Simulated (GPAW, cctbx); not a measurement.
# By hand: from a DFT structure factor to an extinction distance in KSc2Cl7

KSc2Cl7, Cmmm (no. 65), a = 8.1289 Å, b = 13.0945 Å, c = 4.9844 Å, α = 90.00°, β = 90.00°, γ = 90.00°.

```csv
atom,mult.,x,y,z
Sc1,4,1/2,0.8029,1/2
K1,2,0,0,0
Cl1,2,1/2,0,1/2
Cl2,8,0.8119,0.8587,1/2
Cl3,4,1/2,0.7985,0
```

The cell comes from substitution in a known structure type and wasn't matched to any measured phase.

A DFT run (GPAW, PBE, 450 eV, 4×3×3 k-points (along the axes of the calculation cell), Fermi–Dirac width 0.05 eV) gives the static X-ray structure factor of 021 as 33.560 e for the conventional cell; superposed free atoms give 34.314 e. **Problem.** Find the Fourier component V of the crystal potential and the two-beam extinction distance at 120 kV in both cases.

**1. Geometry**

The cell volume is Ω = 530.56 Å³ and d(021) = 3.9659 Å, so g = 1/d = 0.2521 Å⁻¹.

**2. The nuclei**

Electrons feel nuclei as well as electrons, so the nuclear charges are summed with the same phases.

Phase sums Σ exp(2πi h·x), turned so that the total is real and positive: Sc +3.148, K +2.000, Cl -3.651. Then F_Z = 21 × (+3.148) + 19 × (+2.000) + 17 × (-3.651) = 42.05 e. The electron term has the same sign for this reflection.

**3. Mott–Bethe**

Poisson's equation, term by term, gives V = (e/4πε₀)(F_Z − F)/(πΩg²), with e/4πε₀ = 14.3996 V Å.

The prefactor is 14.3996 × 3.9659²/(π × 530.56) = 0.13588 V per electron. Free atoms: (42.05 − 34.314) × 0.13588 = 1.052 V. Crystal: (42.05 − 33.560) × 0.13588 = 1.154 V. F changes by -2.20 % and V by +9.7 %: the same 0.75 e is measured against F_Z − F = 7.7 e in place of F = 34.3 e.

**4. Extinction distance**

In the two-beam case ξ = 1/(λU) with U = 2γm₀eV/h², that is ξ = 150.41 V Å²/(γλV).

At 120 kV, λ = 0.03349 Å and γ = 1.2348. Free atoms: ξ = 3458 Å. Crystal: ξ = 3151 Å. The thickness fringes go as sin²(πt/ξ), so the two patterns slip by a quarter of a period when t|1/ξ₁ − 1/ξ₀| = 1/4, at t ≈ 887 nm, thicker than usual samples. Thermal motion, absorption and many-beam coupling, left out here, change a real pattern.

**5. Answer**

V(021) is 1.15 V against 1.05 V, and ξ is 3151 against 3458 Å. Limits: static atoms, two beams.

[Outputs are excerpts: Python notices, other lines and further rows are left out; steps that failed or that the build refused (PBEsol, TPSS) are not shown.]

[Logs are printed without paths, hosts, clocks, repeated set-up lines and the standing remarks that a program may print on its own settings, such as how far it seeks lower states.]
